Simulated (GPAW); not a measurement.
# Surface energy and work function of Pb(111) from slabs of 3 to 12 layers (PBE)

How do energy and work function of Pb(111) films settle with thickness, and what surface energy follows?

Set-up. GPAW 26.7.0, plane waves at 450 eV with PAW setups; symmetric 1×1 slabs cut at the tabulated lattice constant (two decimals; low-temperature values for the alkali metals), atoms at bulk places, 7.5 Å of vacuum on each side, one in-plane mesh for all thicknesses, Fermi-Dirac smearing of 0.1 eV. Energies are extrapolated to zero smearing and count from the program's reference atoms. Functional PBE. The cell's area is 10.610 Å².

The runs, one held back:

```tsv
layers	energy (eV)	work function (eV)
3	−10.9351	3.96
4	−14.8329	3.77
5	−18.5382	3.71
6	−22.3679	3.79
7	−26.1240	3.69
8	−29.9336	3.80
9	−33.7072	3.69
10	−37.4815	3.80
11	−41.2807	3.73
12	?	?
```

Q: What surface energy do these runs give, and what energy and work function should the 12-layer slab have?

Worked answer. A slab of n layers has E(n) = nε + 2Aγ once its middle is bulk-like. A line through n = 6 to 11 has the slope ε = −3.7831 eV a layer and the intercept 2Aγ = 0.3409 eV (r.m.s. residual 10.1 meV). So γ = 0.3409 / (2 × 10.610 Å²) = 0.0161 eV/Å² = 0.26 J/m², with a standard error of about 0.02 J/m² from the scatter about the line. For 12 layers: 0.3409 + 12 × (−3.7831) = −45.057 eV; the run gives −45.047 eV, 9.3 meV over the line. The work function has no such law: from 6 to 11 layers it moves between 3.69 and 3.80 eV (mean 3.75), and the 12-layer slab gives 3.76 eV. The thinnest slab, 3 layers, lies +0.21 eV from that mean. The values go up and down with thickness, as expected where levels confined across the film cross the Fermi level one by one.

**Limits.** The surfaces are unrelaxed, so γ is an upper bound for this functional and lattice constant. The tabulated lattice constant isn't the functional's own, which strains the slab a little. Spin-orbit coupling is left out.

[Logs are printed without paths, hosts, clocks, repeated set-up lines and the standing remarks that a program may print on its own settings, such as how far it seeks lower states.]
